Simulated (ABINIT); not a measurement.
Computed results, one entry a study.

### SrMg2Bi2 (P-3m1): G0W0 with ABINIT, start to end

Symmetry: P-3m1, No. 164, trigonal system. Conventional cell: a = 4.830 Å, b = 4.830 Å, c = 7.983 Å, α = 90.00°, β = 90.00°, γ = 120.00°. Nearest to Sr lie 6 Bi at 3.44 Å. Nearest to Mg lie 4 Bi at 2.95 to 2.97 Å. Nearest to Bi lie 4 Mg at 2.95 to 2.97 Å and 3 Sr at 3.44 Å. Farther neighbours, and contacts between anions beyond the nearest, are not listed.

| Item | Value |
| --- | --- |
| method | RPA screening on PBEsol, plane waves, norm-conserving pseudopotentials (and 2 further levels or steps) |
| program | ABINIT 10.8.3 |
| settings | cutoff 38 Ha, PseudoDojo scalar-relativistic 0.4 stringent, norm-conserving, ngkpt (3, 3, 1), nband 144, ecuteps 3.9 Ha, inclvkb 2, shiftk (0, 0, 0), symchi 1, awtr 1, frequency ppm, 3×3×1 k-mesh |
| cost | 5 runs, 5.6 min in all on 8 MPI ranks of Arm Neoverse V1, shared host |
| notes | The program’s warnings: nproc spkpt=  >= nkpt= * nsppol=. The cell and positions are those that the Materials Project relaxed with its own functionals (PBE, PBE+U or r2SCAN), kept fixed. Limits: screening runs away on this mesh; no spin-orbit coupling. The 3×3×1 mesh is coarse for this cell, which bears on the long-range parts of exchange and screening. On this mesh the RPA ε∞ passes 90, more than nearly any semiconductor shows; a coarse mesh does this where one point with a narrow direct gap carries much weight. The screening is then too strong, and the G0W0 gap should not be taken as the material’s. |
| PBEsol gap | 0.41 eV, direct |
| G0W0 gap on the mesh | 0.87 eV |
| GW settings | 3×3×1 mesh, 144 bands, screening to 106.1 eV, Godby-Needs plasmon pole |

G0W0 moves the gap on the mesh from 0.41 eV to 0.87 eV (+0.46 eV), with Z of 0.79 and 0.80 at the edges. Local fields lower the RPA ε∞ on this mesh from 366.83 to 331.85; a Γ-centred mesh this coarse tends to raise both, most where the direct gap is narrow, while a short band sum lowers them.

[Paths, hosts, dates, memory and timing lines, banners, echoed tables and standing remarks are left out of the program output; an Ansatz launch command may be rebuilt from the run's recorded settings. Measured values are a selection of at most five: reports struck by readers or far from the other reports are left out. None is set beside runs whose start may be inverted or whose files or cutoffs have a known fault.]

[Runs of the session that timed out or met a known fault of the program may be left out.]

[Hosts, paths, dates, database ids (printed as entryN), source tags and the programs' standing remarks are cut or masked in the printed files.]

[G0W0 gaps are taken among the corrected bands and points alone; a level outside them can change the order at an edge.]

[Where Ansatz stands beside ABINIT at settings called matched, ABINIT's density can come from a denser mesh and the files from another edition; pairs whose starting gaps differed by over 0.03 eV were left out, so agreement reads better than it is.]
